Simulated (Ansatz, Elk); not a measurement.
## OsRh: X-ray structure factors from the self-consistent density

Structure refinements treat a crystal as free atoms side by side. For a made-up structure of OsRh (cell and positions from a PBE relaxation) the runs below show what the calculated density changes in F(hkl).

Method: DFT, PBE, all-electron APW+lo, Dirac cores, scalar-relativistic bands, static density, no spin, in Elk 11.2.3 (patched build).

This account leaves out most program logs.

The structure was built from a prototype and need not be the compound's stable phase.

### 1. Starting point

The structure is cubic, space group Pm-3m (No. 221). Conventional cell: a = 3.076 Å, b = 3.076 Å, c = 3.076 Å, α = 90.00°, β = 90.00°, γ = 90.00°. Os has 8 Rh at 2.66 Å nearest. Rh has 8 Os at 2.66 Å nearest. Farther neighbours are not listed.

### 2. Ground state and structure factors

An all-electron density is needed, since X-rays see the cores too. Task 0 finds the density and task 195 Fourier-transforms it; tshift is off so that phases refer to the origin typed.

elk.in

```
tasks
  0
  195

xctype
  20

spinpol
  .false.

rgkmax
  7.0

gmaxvr
  14.0

lmaxo
  7

lmaxapw
  8

swidth
  0.002

tshift
  .false.

ramdisk
  .false.

hmaxvr
  5.5

maxscl
  120

epspot
  1e-06

sppath
  './'

avec
  5.81231551264 0.00000000000 -0.00000000000
  0.00000000000 5.81231551264 0.00000000000
  -0.00000000000 0.00000000000 5.81231551264

atoms
  2
  'Os.in'
  1
  0.0000000000 -0.0000000000 0.0000000000   0.000000 0.000000 0.000000
  'Rh.in'
  1
  0.5000000000 0.5000000000 0.5000000000   0.000000 0.000000 0.000000

ngridk
  7 7 7
```

Started as:

```bash
> OMP_NUM_THREADS=4 elk
```

It took 11 s on 4 threads of Arm Neoverse V1, shared host; peak memory 0.16 GiB; 28 s of CPU time.

SFACRHO.OUT:

```text

h k l indices transformed by vhmat matrix:
   1.000000000       0.000000000       0.000000000    
   0.000000000       1.000000000       0.000000000    
   0.000000000       0.000000000       1.000000000    

      h      k      l  multipl.   |H|            Re(F)            Im(F)           |F|

      0      0      0      1   0.0000000       121.00000      0.19323176E-16   121.00000    
     -1      0      0      6   1.0810124       28.947343     -0.20946860E-13   28.947343    
      0     -1      1     12   1.5287824       95.978983     -0.25375175E-15   95.978983    
     -1     -1      1      8   1.8723684       26.705930     -0.17917673E-13   26.705930    
     -2      0      0      6   2.1620249       84.667561      0.33476826E-13   84.667561    
      1      0      2     24   2.4172173       24.953701      0.59918679E-13   24.953701    
      1      1      2     24   2.6479289       77.224959     -0.60176531E-13   77.224959    
      0     -2      2     12   3.0575649       71.625624     -0.37656196E-15   71.625624    
     -1     -2      2     24   3.2430373       22.132735     -0.23805114E-13   22.132735    
      0     -3      0      6   3.2430373       21.977595     -0.50625289E-13   21.977595    
     -3      0      1     24   3.4184615       67.195306      0.25894310E-13   67.195306    
     -3     -1     -1     24   3.5853126       20.847078     -0.53047664E-13   20.847078    
      2     -2      2      8   3.7447369       63.589979     -0.24468133E-13   63.589979    
      2      3      0     24   3.8976457       19.784565      0.87954285E-13   19.784565    
     -1      2      3     48   4.0447781       60.578564     -0.46785255E-13   60.578564    
      0      4      0      6   4.3240497       58.008472     -0.45098855E-13   58.008472    
     -2      2      3     24   4.4571284       17.945658      0.41656669E-13   17.945658    
      4      0      1     24   4.4571284       17.835591      0.46603992E-13   17.835591
```

Elk indexes on the primitive cell of elk.in and gives |H| = 4π sin θ/λ in inverse bohr. Below, one row stands for each form hkl of the conventional cell (m members, Friedel mates merged), F is for one primitive cell and the density is static (no thermal factor). Free-atom factors are Waasmaier and Kirfel's, and R is Σm||F|−|F'||/Σm|F|.

| hkl | m | sin θ/λ (Å⁻¹) | abs F, DFT | neutral atoms | diff. |
| --- | --- | --- | --- | --- | --- |
| 100 | 6 | 0.163 | 28.947 | 28.831 | +0.116 |
| 110 | 12 | 0.230 | 95.979 | 96.382 | -0.403 |
| 111 | 8 | 0.282 | 26.706 | 26.723 | -0.017 |
| 200 | 6 | 0.325 | 84.668 | 84.842 | -0.175 |
| 210 | 24 | 0.363 | 24.954 | 25.056 | -0.102 |
| 211 | 24 | 0.398 | 77.225 | 77.135 | +0.090 |
| 220 | 12 | 0.460 | 71.626 | 71.480 | +0.146 |
| 221 | 24 | 0.488 | 22.133 | 22.167 | -0.035 |
| 300 | 6 | 0.488 | 21.978 | 22.167 | -0.190 |
| 310 | 24 | 0.514 | 67.195 | 67.110 | +0.085 |
| 311 | 24 | 0.539 | 20.847 | 20.948 | -0.101 |
| 222 | 8 | 0.563 | 63.590 | 63.585 | +0.005 |
| 320 | 24 | 0.586 | 19.785 | 19.853 | -0.068 |
| 321 | 48 | 0.608 | 60.579 | 60.633 | -0.055 |

### 3. The highest occupied states alone

An energy window below the Fermi level keeps the highest occupied states, to see at which angles they scatter; shallow core shells can lie inside it and anion s states outside. No new self-consistency is needed.

Edit elk.in of step 2 so:

```diff
@@ -1,3 +1,2 @@
 tasks
-  0
   195
@@ -40,2 +39,5 @@
 
+wsfac
+  -0.110820 0.740420
+
 sppath
```

Started as:

```bash
> OMP_NUM_THREADS=4 elk
```

It took 3.3 s on 4 threads; peak memory 0.16 GiB.

States within 15 eV below the Fermi level hold 17.00 electrons; any levels below the window count with the cores. Their amplitudes can exceed the total, where window and core parts have opposite phase:

| hkl | sin θ/λ (Å⁻¹) | abs F, window | abs F, all |
| --- | --- | --- | --- |
| 100 | 0.163 | 1.428 | 28.947 |
| 110 | 0.230 | 3.817 | 95.979 |
| 111 | 0.282 | 0.977 | 26.706 |
| 200 | 0.325 | 1.177 | 84.668 |
| 210 | 0.363 | 0.564 | 24.954 |
| 211 | 0.398 | 0.348 | 77.225 |
| 220 | 0.460 | 0.017 | 71.626 |
| 221 | 0.488 | 0.065 | 22.133 |
| 300 | 0.488 | 0.220 | 21.978 |
| 310 | 0.514 | 0.181 | 67.195 |

### 4. Another functional

The difference from free atoms is small, so it is set against the change that LDA (Perdew-Wang) makes.

Edit elk.in of step 3 so:

```diff
@@ -1,2 +1,3 @@
 tasks
+  0
   195
@@ -4,3 +5,3 @@
 xctype
-  20
+  3
 
@@ -39,5 +40,2 @@
 
-wsfac
-  -0.110820 0.740420
-
 sppath
```

Started as:

```bash
> OMP_NUM_THREADS=4 elk
```

Elapsed: 6.2 s, on 4 threads; peak memory 0.16 GiB.

Against the first run R = 0.01 %; the largest change is -0.020 at 200.

### 5. Basis size

The basis and the expansions that go with it are enlarged, to see whether the differences are converged.

Edit elk.in of step 4 so:

```diff
@@ -5,3 +5,3 @@
 xctype
-  3
+  20
 
@@ -11,12 +11,12 @@
 rgkmax
-  7.0
+  8.5
 
 gmaxvr
-  14.0
+  18.0
 
 lmaxo
-  7
+  9
 
 lmaxapw
-  8
+  10
```

Started as:

```bash
> OMP_NUM_THREADS=4 elk
```

It took 20 s on 4 threads; peak memory 0.19 GiB.

Against the first run R = 0.01 %; the largest change is -0.014 at 211.

### 6. Basis size

A smaller basis shows how fast F responds to it; the change is likely larger than the basis error of the first run, but doesn't show convergence.

Edit elk.in of step 5 so:

```diff
@@ -11,12 +11,12 @@
 rgkmax
-  8.5
+  5.5
 
 gmaxvr
-  18.0
+  14.0
 
 lmaxo
-  9
+  7
 
 lmaxapw
-  10
+  8
```

Started as:

```bash
> OMP_NUM_THREADS=4 elk
```

Wall time 11 s (4 threads); peak memory 0.16 GiB; 29 s of CPU time.

Against the first run R = 0.03 %; the largest change is +0.101 at 200.

### 7. Settings against the effect

| run | R against the first run (%) | R against neutral atoms, low angle (%) | wall time |
| --- | --- | --- | --- |
| PBE, rgkmax 7 | 0.00 | 0.37 | 11 s |
| LDA (Perdew-Wang) | 0.01 | 0.38 | 6.2 s |
| rgkmax 8.5 with larger expansions | 0.01 | 0.36 | 20 s |
| rgkmax 5.5 | 0.03 | 0.41 | 11 s |

### 8. What came out

- R against neutral atoms, sin θ/λ < 0.3 Å⁻¹: 0.37 %
- R against neutral atoms, 0.3 to 0.81 Å⁻¹: 0.22 %

Independent neutral atoms miss the calculated amplitudes by R = 0.37 % below 0.3 Å⁻¹ and 0.22 % from there to 0.81 Å⁻¹; by shells, 0.37 % 0.15 to 0.3 (3 forms), 0.19 % 0.3 to 0.45 (3 forms), 0.22 % above 0.45 (20 forms). Bonding, aspherical density and the tables' own atoms all enter these figures, and the runs don't part them. The largest change of an amplitude is -0.40 electrons, at 110. The window's part falls from 17.0 electrons at the origin to at most 0.22 between 0.45 and 0.81 Å⁻¹. Below 0.3 Å⁻¹ the changes that finished (LDA (Perdew-Wang), rgkmax 8.5 with larger expansions and rgkmax 5.5) move F by R = 0.05 % at most, against the 0.37 % that separates it from free atoms. The k-mesh has no finished test. These runs have no spin, though d or f shells may be open. Spin-orbit coupling is left out, which can matter for elements this heavy. Part of the difference isn't bonding: the tables are fits to free atoms and ions calculated by other methods than this functional. Thermal motion, anomalous dispersion and extinction are left out.

[Logs are printed without paths, hosts, clocks, repeated set-up lines and the standing remarks that a program may print on its own settings, such as how far it seeks lower states.]

[Hosts, paths, dates, database ids (printed as entryN), source tags and the programs' standing remarks are cut or masked in the printed files.]
